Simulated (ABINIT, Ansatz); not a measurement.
# K2LiAlF6 (Fm-3m): G0W0 with ABINIT, start to end, part 2 of 3

Aim: the G0W0 gap of K2LiAlF6 (Fm-3m) on LDA, step by step.

ABINIT 10.8.3; LDA and many-body steps on it, plane waves. Known limits of the many-body steps: not at the basis limit; coarse k mesh.

So far. Step 2 (Ground state): The gap is direct, at Γ.

### 3. Bands along the symmetry lines

Level of this step: DFT, LDA, plane waves, norm-conserving pseudopotentials (ABINIT).

The cheap functional maps the bands first; the places of the edges decide which points the dearer methods must see.

run.abi reads:

```
acell 3*1.0 Angstrom
rprim 
  0.000000000000 3.921000000000 3.921000000000
  3.921000000000 0.000000000000 3.921000000000
  3.921000000000 3.921000000000 -0.000000000000
ntypat 4
znucl 19 3 13 9
natom 10
typat 1 1 2 3 4 4 4 4 4 4
xred 
  0.250000000000 0.250000000000 0.250000000000
  0.750000000000 0.750000000000 0.750000000000
  0.500000000000 0.500000000000 0.500000000000
  0.000000000000 -0.000000000000 0.000000000000
  0.768900000000 0.231100000000 0.231100000000
  0.231100000000 0.768900000000 0.231100000000
  0.231100000000 0.768900000000 0.768900000000
  0.768900000000 0.231100000000 0.768900000000
  0.231100000000 0.231100000000 0.768900000000
  0.768900000000 0.768900000000 0.231100000000
pp_dirpath "pseudos"
pseudos "K.upf, Li.upf, Al.upf, F.upf"
ecut 36
iscf -2
irdden 1
kptopt 0
nkpt 26
kpt 
  0.00000000 0.00000000 0.00000000
  0.12500000 0.00000000 0.12500000
  0.25000000 0.00000000 0.25000000
  0.37500000 0.00000000 0.37500000
  0.50000000 0.00000000 0.50000000
  0.53125000 0.06250000 0.53125000
  0.56250000 0.12500000 0.56250000
  0.59375000 0.18750000 0.59375000
  0.62500000 0.25000000 0.62500000
  0.37500000 0.37500000 0.75000000
  0.28125000 0.28125000 0.56250000
  0.18750000 0.18750000 0.37500000
  0.09375000 0.09375000 0.18750000
  0.00000000 0.00000000 0.00000000
  0.12500000 0.12500000 0.12500000
  0.25000000 0.25000000 0.25000000
  0.37500000 0.37500000 0.37500000
  0.50000000 0.50000000 0.50000000
  0.50000000 0.43750000 0.56250000
  0.50000000 0.37500000 0.62500000
  0.50000000 0.31250000 0.68750000
  0.50000000 0.25000000 0.75000000
  0.50000000 0.18750000 0.68750000
  0.50000000 0.12500000 0.62500000
  0.50000000 0.06250000 0.56250000
  0.50000000 0.00000000 0.50000000
istwfk *1
nband 40
nbdbuf 2
tolwfr 1e-08
nstep 40
prtwf 0
prtvol 0
indata_prefix "in"
outdata_prefix "out"
tmpdata_prefix "tmp"
```

Run with:

```bash
> OMP_NUM_THREADS=1 mpirun -n 4 abinit run.abi > log
```

Numbers of over 12 decimals in the logs are rounded to 6 here.

What it wrote:

```text
.Version 10.8.3 of ABINIT. v10.8.2 released Aug 2026.

 Symmetries : space group Fm -3 m (#225); Bravais cF (face-center cubic)
[... echo of the input left out ...]
== DATASET  1 ==================================================================
-   mpi_nproc: 4, omp_nthreads: 1 (-1 if OMP is not activated)

--- !DatasetInfo
iteration_state: {dtset: 1, }
dimensions: {natom: 10, nkpt: 26, mband: 40, nsppol: 1, nspinor: 1, nspden: 1, mpw: 8414, }
cutoff_energies: {ecut:  36.0, pawecutdg:  -1.0, }
electrons: {nelect:   6.60000000E+01, charge:   0.00000000E+00, occopt:   1.00000000E+00, tsmear:   1.00000000E-02, }

 Real(R)+Recip(G) space primitive vectors, cartesian coordinates (Bohr,Bohr^-1):
 R(1)=  0.0000000  7.4096161  7.4096161  G(1)= -0.0674799  0.0674799  0.0674799
 R(2)=  7.4096161  0.0000000  7.4096161  G(2)=  0.0674799 -0.0674799  0.0674799
 R(3)=  7.4096161  7.4096161  0.0000000  G(3)=  0.0674799  0.0674799 -0.0674799
 Unit cell volume ucvol=  8.1361159E+02 bohr^3
 Angles (23,13,12)=  6.00000000E+01  6.00000000E+01  6.00000000E+01 degrees

 getcut: wavevector=  0.0000  0.0000  0.0000  ngfft=  60  60  60
         ecut(hartree)=     36.000   => boxcut(ratio)=   2.11994

--- Pseudopotential description ------------------------------------------------
- K Generated using ONCVPSP code by D. R. Hamann
- 19.00000   9.00000  180309                  znucl, zion, pspdat
12 -1012 2 -1 2170                            pspcod,pspxc,lmax,lloc,mmax
     nproj     2     2     2
  pspatm : epsatm=    8.21740868
         --- l  ekb(1:nproj) -->
             0   10.940065    0.829722
             1    4.437415    0.568178
             2   -3.386874   -1.066382
 pspatm: atomic psp has been read  and splines computed

- Li Generated using ONCVPSP code by D. R. Hamann
-  3.00000   3.00000  180309                  znucl, zion, pspdat
12 -1012 1 -1 1944                            pspcod,pspxc,lmax,lloc,mmax
     nproj     2     2     0
  pspatm : epsatm=    2.61415252
         --- l  ekb(1:nproj) -->
[...]
pspatm: atomic psp has been read  and splines computed

- Al Generated using ONCVPSP code by D. R. Hamann
- 13.00000   3.00000  180309                  znucl, zion, pspdat
12 -1012 2 -1 1854                            pspcod,pspxc,lmax,lloc,mmax
     nproj     2     2     2
  pspatm : epsatm=    0.57439143
         --- l  ekb(1:nproj) -->
[...]
pspatm: atomic psp has been read  and splines computed

- F Generated using ONCVPSP code by D. R. Hamann
-  9.00000   7.00000  201202                  znucl, zion, pspdat
12 -1012 2 -1 824                             pspcod,pspxc,lmax,lloc,mmax
     nproj     2     2     1
  pspatm : epsatm=    4.94580260
         --- l  ekb(1:nproj) -->
[...]
2   -2.364936
 pspatm: atomic psp has been read  and splines computed

[...]
-3.6626E-02 -2.6101E-02 -2.4330E-02 -2.4330E-02 -1.3247E-02 -1.3247E-02
 -9.6628E-03 -9.6628E-03  1.0601E-02  3.8325E-01  4.0717E-01  4.1892E-01
[...]
--- !ResultsGS
iteration_state: {dtset: 1, }
comment   : Summary of ground state results
lattice_vectors:
- [  0.0000000,   7.4096161,   7.4096161, ]
- [  7.4096161,   0.0000000,   7.4096161, ]
- [  7.4096161,   7.4096161,  -0.0000000, ]
lattice_lengths: [  10.47878,   10.47878,   10.47878, ]
lattice_angles: [ 60.000,  60.000,  60.000, ] # degrees, (23, 13, 12)
lattice_volume:   8.1361159E+02
convergence: {deltae:  0.000E+00, res2:  0.000E+00, residm:  9.992E-09, diffor:  0.000E+00, }
etotal    :  -2.17483166E+02
entropy   :   0.00000000E+00
fermie    :   1.14303946E-02
cartesian_stress_tensor: null
pressure_GPa: null
xred      :
- [  2.5000E-01,   2.5000E-01,   2.5000E-01,  K]
- [  7.5000E-01,   7.5000E-01,   7.5000E-01,  K]
- [  5.0000E-01,   5.0000E-01,   5.0000E-01, Li]
- [  0.0000E+00,   0.0000E+00,   0.0000E+00, Al]
- [  7.6890E-01,   2.3110E-01,   2.3110E-01,  F]
- [  2.3110E-01,   7.6890E-01,   2.3110E-01,  F]
- [  2.3110E-01,   7.6890E-01,   7.6890E-01,  F]
- [  7.6890E-01,   2.3110E-01,   7.6890E-01,  F]
- [  2.3110E-01,   2.3110E-01,   7.6890E-01,  F]
- [  7.6890E-01,   7.6890E-01,   2.3110E-01,  F]
cartesian_forces: null
force_length_stats: {min: null, max: null, mean: null, }

 Integrated electronic density in atomic spheres:
 ------------------------------------------------
 Atom  Sphere_radius  Integrated_density
[...]
================================================================================

 ----iterations are completed or convergence reached----

 Mean square residual over all n,k,spin=   63.761E-10; max=  99.922E-10
 reduced coordinates (array xred) for   10 atoms
[...]
0.231100000000      0.231100000000      0.768900000000
       0.768900000000      0.768900000000      0.231100000000

 cartesian coordinates (angstrom) at end:
[...]
9      3.921000     3.921000     1.812286
   10      3.921000     3.921000     6.029714
 length scales=  1.889726125908  1.889726125908  1.889726125908 bohr
              =  1.000000000000  1.000000000000  1.000000000000 angstroms
 prteigrs : about to open file out_EIG
 Eigenvalues (hartree) for nkpt=  26  k points:
 kpt#   1, nband= 40, wtk=  1.00000, kpt=  0.0000  0.0000  0.0000 (reduced coord)
[...]
kpt#   2, nband= 40, wtk=  1.00000, kpt=  0.1250  0.0000  0.1250 (reduced coord)
[...]
kpt#   3, nband= 40, wtk=  1.00000, kpt=  0.2500  0.0000  0.2500 (reduced coord)
[...]
kpt#  25, nband= 40, wtk=  1.00000, kpt=  0.5000  0.0625  0.5625 (reduced coord)
[...]
kpt#  26, nband= 40, wtk=  1.00000, kpt=  0.5000  0.0000  0.5000 (reduced coord)
[...]
-0.03663   -0.02610   -0.02433   -0.02433   -0.01325   -0.01325   -0.00966   -0.00966
   0.01060    0.38325    0.40717    0.41892    0.42076    0.43994    0.45518    0.45518

== END DATASET(S) ==============================================================
================================================================================

 -outvars: echo values of variables after computation  --------
            nband          40
             nkpt          26
          spgroup         225
 [... the other variables as echoed above ...]

 Calculation completed.
```

It took 2.7 min on 4 MPI ranks of Arm Neoverse N1, shared host; peak memory 0.47 GiB.

Numbers from this step:

- gap: 7.553 eV
- k of the valence top: 0, 0, 0
- k of the conduction bottom: 0, 0, 0
- least direct gap: 7.553 eV

The gap is 7.553 eV, as in the run before at this level.

The electronic bands at the labelled points (eV, zero at the top of the highest filled band):

```
    point  band 30  band 31  band 32  band 33  band 34  band 35  band 36  band 37
        Γ    -0.44     0.00     0.00     0.00     7.55    10.03    10.03    10.28
  halfway    -0.57    -0.26    -0.26    -0.01     8.53    10.54    10.58    10.79
        X    -0.67    -0.57    -0.57    -0.02    10.12    10.77    11.09    11.14
  halfway    -0.66    -0.56    -0.53    -0.05    10.21    10.79    11.08    11.16
        U    -0.63    -0.50    -0.43    -0.13    10.44    10.61    10.87    11.38
jump to K    -0.63    -0.50    -0.43    -0.13    10.44    10.61    10.87    11.38
  halfway    -0.49    -0.21    -0.21    -0.11     8.61    10.55    10.72    10.74
        Γ    -0.44     0.00     0.00     0.00     7.55    10.03    10.03    10.28
  halfway    -0.48    -0.15    -0.15    -0.09     8.29    10.42    10.48    10.48
        L    -0.52    -0.27    -0.27    -0.20     9.53     9.98    11.15    11.15
  halfway    -0.59    -0.41    -0.25    -0.23     9.95    10.29    11.13    11.41
        W    -0.71    -0.58    -0.25    -0.25    10.76    10.76    10.91    10.99
  halfway    -0.69    -0.58    -0.46    -0.08    10.29    10.82    11.09    11.24
        X    -0.67    -0.57    -0.57    -0.02    10.12    10.77    11.09    11.14
```

### 4. Empty states on the mesh, 2×2×2 mesh, 250 bands

The sums over transitions need many empty states on a uniform mesh; this step solves for them.

run.abi reads:

```
acell 3*1.0 Angstrom
rprim 
  0.000000000000 3.921000000000 3.921000000000
  3.921000000000 0.000000000000 3.921000000000
  3.921000000000 3.921000000000 -0.000000000000
ntypat 4
znucl 19 3 13 9
natom 10
typat 1 1 2 3 4 4 4 4 4 4
xred 
  0.250000000000 0.250000000000 0.250000000000
  0.750000000000 0.750000000000 0.750000000000
  0.500000000000 0.500000000000 0.500000000000
  0.000000000000 -0.000000000000 0.000000000000
  0.768900000000 0.231100000000 0.231100000000
  0.231100000000 0.768900000000 0.231100000000
  0.231100000000 0.768900000000 0.768900000000
  0.768900000000 0.231100000000 0.768900000000
  0.231100000000 0.231100000000 0.768900000000
  0.768900000000 0.768900000000 0.231100000000
pp_dirpath "pseudos"
pseudos "K.upf, Li.upf, Al.upf, F.upf"
ecut 36
ngkpt 2 2 2
nshiftk 1
shiftk 0 0 0
kptopt 1
chksymbreak 0
iscf -2
irdden 1
istwfk *1
nband 250
nbdbuf 22
tolwfr 1e-09
nstep 60
prtvol 0
indata_prefix "in"
outdata_prefix "out"
tmpdata_prefix "tmp"
```

What it wrote:

```text
.Version 10.8.3 of ABINIT. v10.8.2 released Aug 2026.

 Symmetries : space group Fm -3 m (#225); Bravais cF (face-center cubic)
[... echo of the input left out ...]
== DATASET  1 ==================================================================
-   mpi_nproc: 4, omp_nthreads: 1 (-1 if OMP is not activated)
-    --> not optimal distribution: autoparal keyword recommended in input file <--

--- !DatasetInfo
iteration_state: {dtset: 1, }
dimensions: {natom: 10, nkpt: 3, mband: 250, nsppol: 1, nspinor: 1, nspden: 1, mpw: 8393, }
cutoff_energies: {ecut:  36.0, pawecutdg:  -1.0, }
electrons: {nelect:   6.60000000E+01, charge:   0.00000000E+00, occopt:   1.00000000E+00, tsmear:   1.00000000E-02, }

 Real(R)+Recip(G) space primitive vectors, cartesian coordinates (Bohr,Bohr^-1):
 R(1)=  0.0000000  7.4096161  7.4096161  G(1)= -0.0674799  0.0674799  0.0674799
 R(2)=  7.4096161  0.0000000  7.4096161  G(2)=  0.0674799 -0.0674799  0.0674799
 R(3)=  7.4096161  7.4096161  0.0000000  G(3)=  0.0674799  0.0674799 -0.0674799
 Unit cell volume ucvol=  8.1361159E+02 bohr^3
 Angles (23,13,12)=  6.00000000E+01  6.00000000E+01  6.00000000E+01 degrees

 getcut: wavevector=  0.0000  0.0000  0.0000  ngfft=  60  60  60
         ecut(hartree)=     36.000   => boxcut(ratio)=   2.11994

--- Pseudopotential description ------------------------------------------------
- K Generated using ONCVPSP code by D. R. Hamann
- 19.00000   9.00000  180309                  znucl, zion, pspdat
12 -1012 2 -1 2170                            pspcod,pspxc,lmax,lloc,mmax
     nproj     2     2     2
  pspatm : epsatm=    8.21740868
         --- l  ekb(1:nproj) -->
             0   10.940065    0.829722
             1    4.437415    0.568178
             2   -3.386874   -1.066382
 pspatm: atomic psp has been read  and splines computed

- Li Generated using ONCVPSP code by D. R. Hamann
-  3.00000   3.00000  180309                  znucl, zion, pspdat
12 -1012 1 -1 1944                            pspcod,pspxc,lmax,lloc,mmax
     nproj     2     2     0
  pspatm : epsatm=    2.61415252
         --- l  ekb(1:nproj) -->
[...]
pspatm: atomic psp has been read  and splines computed

- Al Generated using ONCVPSP code by D. R. Hamann
- 13.00000   3.00000  180309                  znucl, zion, pspdat
12 -1012 2 -1 1854                            pspcod,pspxc,lmax,lloc,mmax
     nproj     2     2     2
  pspatm : epsatm=    0.57439143
         --- l  ekb(1:nproj) -->
[...]
pspatm: atomic psp has been read  and splines computed

- F Generated using ONCVPSP code by D. R. Hamann
-  9.00000   7.00000  201202                  znucl, zion, pspdat
12 -1012 2 -1 824                             pspcod,pspxc,lmax,lloc,mmax
     nproj     2     2     1
  pspatm : epsatm=    4.94580260
         --- l  ekb(1:nproj) -->
[...]
2   -2.364936
[...]
6.65E-05  1.18E-06
 -1.4723E+00 -9.0852E-01 -9.0512E-01 -7.3273E-01 -7.0602E-01 -7.0602E-01
 -7.0602E-01 -6.9362E-01 -6.9362E-01 -3.1849E-01 -3.1849E-01 -3.1849E-01
 -3.0956E-01 -3.0956E-01 -3.0956E-01 -1.6179E-01 -1.0131E-01 -1.0131E-01
[...]
2.8952E+00  2.8952E+00  2.9200E+00  2.9259E+00  2.9259E+00  2.9259E+00
  2.9321E+00  2.9321E+00  2.9321E+00  2.9554E+00  2.9555E+00  2.9567E+00
  2.9567E+00  2.9569E+00  2.9715E+00  2.9809E+00
 prteigrs : prtvol=0 or 1, do not print more k-points.

--- !ResultsGS
iteration_state: {dtset: 1, }
comment   : Summary of ground state results
lattice_vectors:
- [  0.0000000,   7.4096161,   7.4096161, ]
- [  7.4096161,   0.0000000,   7.4096161, ]
- [  7.4096161,   7.4096161,  -0.0000000, ]
lattice_lengths: [  10.47878,   10.47878,   10.47878, ]
lattice_angles: [ 60.000,  60.000,  60.000, ] # degrees, (23, 13, 12)
lattice_volume:   8.1361159E+02
convergence: {deltae:  0.000E+00, res2:  0.000E+00, residm:  9.976E-10, diffor:  0.000E+00, }
etotal    :  -2.17483166E+02
entropy   :   0.00000000E+00
fermie    :   1.14303946E-02
cartesian_stress_tensor: null
pressure_GPa: null
xred      :
- [  2.5000E-01,   2.5000E-01,   2.5000E-01,  K]
- [  7.5000E-01,   7.5000E-01,   7.5000E-01,  K]
- [  5.0000E-01,   5.0000E-01,   5.0000E-01, Li]
- [  0.0000E+00,   0.0000E+00,   0.0000E+00, Al]
- [  7.6890E-01,   2.3110E-01,   2.3110E-01,  F]
- [  2.3110E-01,   7.6890E-01,   2.3110E-01,  F]
- [  2.3110E-01,   7.6890E-01,   7.6890E-01,  F]
- [  7.6890E-01,   2.3110E-01,   7.6890E-01,  F]
- [  2.3110E-01,   2.3110E-01,   7.6890E-01,  F]
- [  7.6890E-01,   7.6890E-01,   2.3110E-01,  F]
cartesian_forces: null
force_length_stats: {min: null, max: null, mean: null, }

 Integrated electronic density in atomic spheres:
 ------------------------------------------------
 Atom  Sphere_radius  Integrated_density
[...]
================================================================================

 ----iterations are completed or convergence reached----

 Mean square residual over all n,k,spin=   50.703E-11; max=  99.758E-11
 reduced coordinates (array xred) for   10 atoms
[...]
0.231100000000      0.231100000000      0.768900000000
       0.768900000000      0.768900000000      0.231100000000

 cartesian coordinates (angstrom) at end:
    1      1.960500     1.960500     1.960500
    2      5.881500     5.881500     5.881500
[...]
9      3.921000     3.921000     1.812286
   10      3.921000     3.921000     6.029714
 length scales=  1.889726125908  1.889726125908  1.889726125908 bohr
              =  1.000000000000  1.000000000000  1.000000000000 angstroms
 prteigrs : about to open file out_EIG
 Eigenvalues (hartree) for nkpt=   3  k points:
 kpt#   1, nband=250, wtk=  0.12500, kpt=  0.0000  0.0000  0.0000 (reduced coord)
[...]
2.89383    2.89383    2.89520    2.89520    2.91995    2.92588    2.92588    2.92588
   2.93208    2.93208    2.93208    2.95540    2.95547    2.95666    2.95675    2.95685
   2.97154    2.98092
 prteigrs : prtvol=0 or 1, do not print more k-points.

== END DATASET(S) ==============================================================
================================================================================

 -outvars: echo values of variables after computation  --------
            nband         250
             nkpt           3
          spgroup         225
 [... the other variables as echoed above ...]

 Calculation completed.
```

It took 3.6 min on 4 MPI ranks; peak memory 0.48 GiB.

This step gave:

- gap: 7.553 eV
- k of the valence top: 0, 0, 0
- k of the conduction bottom: 0, 0, 0
- least direct gap: 7.553 eV
- k points computed: 3
- lowest point of the top converged band, above the valence top: 75.7097 eV

On this mesh the gap is 7.553 eV.

### 5. Screening, 2×2×2 mesh, 228 bands, screening to 176.9 eV

The RPA dielectric matrix is built and inverted for each q.

This step: RPA screening on LDA, plane waves, norm-conserving pseudopotentials.

Edit run.abi of step 4 so:

```diff
@@ -28,10 +28,11 @@
 chksymbreak 0
-iscf -2
-irdden 1
 istwfk *1
-nband 250
-nbdbuf 22
-tolwfr 1e-09
-nstep 60
-prtvol 0
+occopt 1
+irdwfk 1
+optdriver 3
+nband 228
+ecuteps 6.5
+inclvkb 2
+awtr 1
+symchi 1
 indata_prefix "in"
```

What it wrote:

```text
.Version 10.8.3 of ABINIT. v10.8.2 released Aug 2026.

 Symmetries : space group Fm -3 m (#225); Bravais cF (face-center cubic)
[... echo of the input left out ...]
== DATASET  1 ==================================================================
-   mpi_nproc: 4, omp_nthreads: 1 (-1 if OMP is not activated)

--- !DatasetInfo
iteration_state: {dtset: 1, }
dimensions: {natom: 10, nkpt: 3, mband: 228, nsppol: 1, nspinor: 1, nspden: 1, mpw: 8393, }
cutoff_energies: {ecut:  36.0, pawecutdg:  -1.0, }
electrons: {nelect:   6.60000000E+01, charge:   0.00000000E+00, occopt:   1.00000000E+00, tsmear:   1.00000000E-02, }

 SCREENING: Calculation of the susceptibility and dielectric matrices

 Based on a program developped by R.W. Godby, V. Olevano, G. Onida, and L. Reining.
 Incorporated in ABINIT by V. Olevano, G.-M. Rignanese, and M. Torrent.
.Using double precision arithmetic ; gwpc =  8

[... cell and pseudopotentials left out ...]
--------------------------------------------------------------------------------

 ==== K-mesh for the wavefunctions ====
 Number of points in the irreducible wedge :     3
[... list of points left out ...]
 Together with 48 symmetry operations and time-reversal symmetry
 yields     8 points in the full Brillouin Zone.

 ==== Q-mesh for the screening function ====
 Number of points in the irreducible wedge :     3
[... list of points left out ...]
 Together with 48 symmetry operations and time-reversal symmetry
 yields     8 points in the full Brillouin Zone.

 setmesh: FFT mesh size selected  =    45x   45x   45
          total number of points  =        91125

 vcoul_init : cutoff-mode = AUXILIARY_FUNCTION
 q-points for optical limit:   1
     1)      0.000010    0.000020    0.000030

- screening: taking advantage of time-reversal symmetry
- Maximum band index for partially occupied states nbvw = 33
- Remaining bands to be divided among processors   nbcw = 195
- Number of bands treated by each node ~48

 Number of electrons calculated from density =   66.0000; Expected =   66.0000
 average of density, n =  0.081120
 r_s =    1.4331
 omega_plasma =   27.4738 [eV]

 calculating chi0 at frequencies [eV] :
  1    0.000000E+00    0.000000E+00
  2    0.000000E+00    2.747382E+01

--------------------------------------------------------------------------------
  q-point number  1        q = ( 0.000000, 0.000000, 0.000000) [r.l.u.]
--------------------------------------------------------------------------------
[... chi0 elements left out ...]
 For q-point:  0.000010 0.000020 0.000030
  dielectric constant =   2.0673
  dielectric constant without local fields =   2.2389

  Average fulfillment of the sum rule on Im[epsilon] for q-point    1 :     58.42  [%]
[... wings left out ...]
  q-point number  2        q = ( 0.500000, 0.000000, 0.000000) [r.l.u.]
--------------------------------------------------------------------------------
[... chi0 elements left out ...]
  Average fulfillment of the sum rule on Im[epsilon] for q-point    2 :     62.68  [%]

 [... 1 further q-points ...]
```

The job ended after 3 min (4 MPI ranks; peak memory 2.3 GiB; 12 min of CPU time).

This step gave:

- ε∞ with local fields, on this mesh, along the program's q direction: 2.067
- the same without local fields: 2.239
- plasma frequency: 27.47 eV
- plane waves in the screening matrix: 645

Local fields lower ε∞ by 8 %. On a Γ-centred mesh this coarse the value itself is usually too large, while a short band sum pulls it down.

(Continued in part 3 of 3.)

[Paths, hosts, dates, memory and timing lines, banners, echoed tables and standing remarks are left out of the program output.]

[Logs are printed without paths, hosts, clocks, repeated set-up lines and the standing remarks that a program may print on its own settings, such as how far it seeks lower states.]

[Runs of the session that timed out or met a known fault of the program may be left out.]

[Hosts, paths, dates, database ids (printed as entryN), source tags and the programs' standing remarks are cut or masked in the printed files.]

[G0W0 gaps are taken among the corrected bands and points alone; a level outside them can change the order at an edge.]

[Where Ansatz stands beside ABINIT at settings called matched, ABINIT's density can come from a denser mesh and the files from another edition; pairs whose starting gaps differed by over 0.03 eV were left out, so agreement reads better than it is.]
